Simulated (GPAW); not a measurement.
Consider TiSe (Pnma).

```xyz
8
Lattice="6.4620 0.0000 0.0000 0.0000 3.4940 0.0000 0.0000 0.0000 6.2220" Properties=species:S:1:pos:R:3 pbc="T T T"
Se    5.0404    2.6205    3.6088
Se    4.6526    0.8735    0.4978
Se    1.8094    2.6205    5.7242
Se    1.4216    0.8735    2.6132
Ti    6.3974    2.6205    1.1822
Ti    3.2956    0.8735    4.2932
Ti    3.1664    2.6205    1.9288
Ti    0.0646    0.8735    5.0398
```

Absorber: atom 5, with 1 Se at 2.52 Å, 2 Se at 2.56 Å, 2 Se at 2.70 Å and 1 Se at 2.78 Å (distorted octahedral, site symmetry m). Method: GPAW, LDA, excited-electron core hole (neutral cell), 16-atom cell with 7.0 Å between holes, 3×3×3 k points, dipole transitions, Gaussian full width 0.94 eV up to 4 eV, rising linearly to 3.5 eV at 25 eV.

What does the Ti K edge look like?

Main maxima up to 30 eV above the zero (height): 2.1 eV (0.39), 8.5 eV (1.70), 12.0 eV (1.36), 17.8 eV (1.13) and 29.0 eV (0.98). A K edge sees empty p states. The first eV above the zero hold little dipole weight, as the lowest empty bands are of d character; the main edge, of 4p character, rises through 0.6 near 5 eV above the zero. The total-energy difference is 4970.07 eV. One term is added: -22.68 eV, since the hole is spin-paired here and a spin-polarised one costs that much less in the free atom (computed apart). The photon energy is then 4947.39 eV. The tabulated edge of the element is 4966 eV. The functional leaves an error in such absolute values: in the free atom LDA prices this hole 13.2 eV below PBE (computed apart), and PBE is itself good to a few eV.

The Ti K spectrum (energy from the lowest empty level; intensity scaled to a mean of 1 over the first 20 eV; polarised curves are means over the symmetry-equivalent atoms):

| E (eV) | isotropic | ε ∥ x | ε ∥ y | ε ∥ z |
| --- | --- | --- | --- | --- |
| -2.00 | 0.00 | 0.00 | 0.00 | 0.00 |
| -1.25 | 0.00 | 0.00 | 0.00 | 0.00 |
| -0.50 | 0.02 | 0.00 | 0.02 | 0.02 |
| 0.25 | 0.15 | 0.04 | 0.17 | 0.23 |
| 1.00 | 0.28 | 0.14 | 0.32 | 0.39 |
| 1.75 | 0.36 | 0.32 | 0.44 | 0.31 |
| 2.50 | 0.36 | 0.40 | 0.36 | 0.32 |
| 3.25 | 0.23 | 0.26 | 0.19 | 0.25 |
| 4.00 | 0.30 | 0.21 | 0.23 | 0.46 |
| 4.75 | 0.69 | 0.48 | 0.69 | 0.91 |
| 5.50 | 0.90 | 0.71 | 0.98 | 1.01 |
| 6.25 | 1.19 | 1.15 | 1.24 | 1.19 |
| 7.00 | 1.44 | 1.68 | 1.43 | 1.21 |
| 7.75 | 1.60 | 1.95 | 1.64 | 1.22 |
| 8.50 | 1.70 | 1.77 | 1.86 | 1.48 |
| 9.25 | 1.57 | 1.38 | 1.74 | 1.59 |
| 10.00 | 1.32 | 1.22 | 1.38 | 1.36 |
| 10.75 | 1.21 | 1.31 | 1.12 | 1.22 |
| 11.50 | 1.32 | 1.43 | 1.16 | 1.37 |
| 12.25 | 1.34 | 1.34 | 1.25 | 1.44 |
| 13.00 | 1.22 | 1.12 | 1.20 | 1.34 |
| 13.75 | 1.09 | 0.99 | 1.06 | 1.21 |
| 14.50 | 0.99 | 0.96 | 0.94 | 1.08 |
| 15.25 | 1.00 | 1.04 | 0.92 | 1.03 |
| 16.00 | 1.05 | 1.11 | 1.00 | 1.04 |
| 16.75 | 1.10 | 1.11 | 1.10 | 1.08 |
| 17.50 | 1.13 | 1.11 | 1.15 | 1.12 |
| 18.25 | 1.12 | 1.12 | 1.13 | 1.11 |
| 19.00 | 1.09 | 1.12 | 1.08 | 1.06 |
| 19.75 | 1.04 | 1.11 | 1.04 | 0.99 |
| 20.50 | 1.02 | 1.09 | 1.00 | 0.95 |
| 21.25 | 1.00 | 1.07 | 0.99 | 0.95 |
| 22.00 | 1.00 | 1.04 | 1.01 | 0.95 |
| 22.75 | 0.98 | 1.00 | 1.03 | 0.92 |
| 23.50 | 0.95 | 0.97 | 1.02 | 0.88 |
| 24.25 | 0.91 | 0.94 | 0.98 | 0.81 |
| 25.00 | 0.87 | 0.93 | 0.92 | 0.77 |
| 25.75 | 0.86 | 0.93 | 0.89 | 0.77 |
| 26.50 | 0.88 | 0.94 | 0.89 | 0.81 |
| 27.25 | 0.92 | 0.96 | 0.92 | 0.88 |
| 28.00 | 0.96 | 0.98 | 0.96 | 0.93 |
| 28.75 | 0.98 | 0.99 | 0.98 | 0.96 |
| 29.50 | 0.97 | 0.99 | 0.98 | 0.96 |
| 30.25 | 0.95 | 0.96 | 0.95 | 0.95 |
| 31.00 | 0.92 | 0.91 | 0.92 | 0.94 |
| 31.75 | 0.89 | 0.86 | 0.88 | 0.94 |

The unit cell's mesh shows no gap over 0.35 eV. That is right for a metallic compound; for a small-gap or correlated insulator it would be the fault of the functional or of the assumed magnetic order, and the hole would be screened too well. Quadrupole 1s→3d transitions, which feed the pre-edge, are not in the dipole spectrum. The mesh is coarse (0.38 Å⁻¹ between points), so small maxima may be mesh ripples. The structure is a published determination, not relaxed.

[Banner, clock and machine lines of the logs are left out without a mark of their own.]

[Logs are printed without paths, hosts, clocks, repeated set-up lines and the standing remarks that a program may print on its own settings, such as how far it seeks lower states.]

[Hosts, paths, dates, database ids (printed as entryN), source tags and the programs' standing remarks are cut or masked in the printed files.]

[Lists of maxima count a maximum above −3 eV only where it reaches 4 % of the highest in the window and stands out from its surroundings by 2 % of it (1.5 % where it reaches 55 %); shoulders and weaker maxima are passed over, and of the rest the first, up to two pre-edge ones and the few strongest are named.]
